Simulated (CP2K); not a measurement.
Two runs for the Cl L₂,₃ edge of silicon tetrachloride. Run A: CP2K XAS_TDP, all-electron GAPW, PBEh(45%), aug-pc-1, TDA, ZORA, spin–orbit coupling. Run B differs in one setting.

First lines with a strength over 0.0003. A:

```
                       atom  energy (eV)  states  strength, one atom
Cl1 (bonded to Si), 4 alike       199.44       2              0.0056
                                  200.97       2              0.0035
                                  201.18       1              0.0004
                                  201.79       2              0.0014
                                  201.91       1              0.0009
```

B:

```
                       atom  energy (eV)  states  strength, one atom
Cl1 (bonded to Si), 4 alike       202.97       2              0.0053
                                  204.48       2              0.0035
                                  204.69       1              0.0004
                                  205.29       2              0.0014
                                  205.43       1              0.0008
```

Q: Which was it: the functional, the basis, GW2X switched on?

GW2X switched on. GW2X shifts the lines nearly together; each 2p level gets its own shift. The lowest line over the strength cut lies at 202.97 eV, against 199.44 eV (PBEh(45%), aug-pc-1).

[Banner, clock and machine lines of the logs are left out without a mark of their own.]

[Logs are printed without paths, hosts, clocks, repeated set-up lines and the standing remarks that a program may print on its own settings, such as how far it seeks lower states.]

[Hosts, paths, dates, database ids (printed as entryN), source tags and the programs' standing remarks are cut or masked in the printed files.]
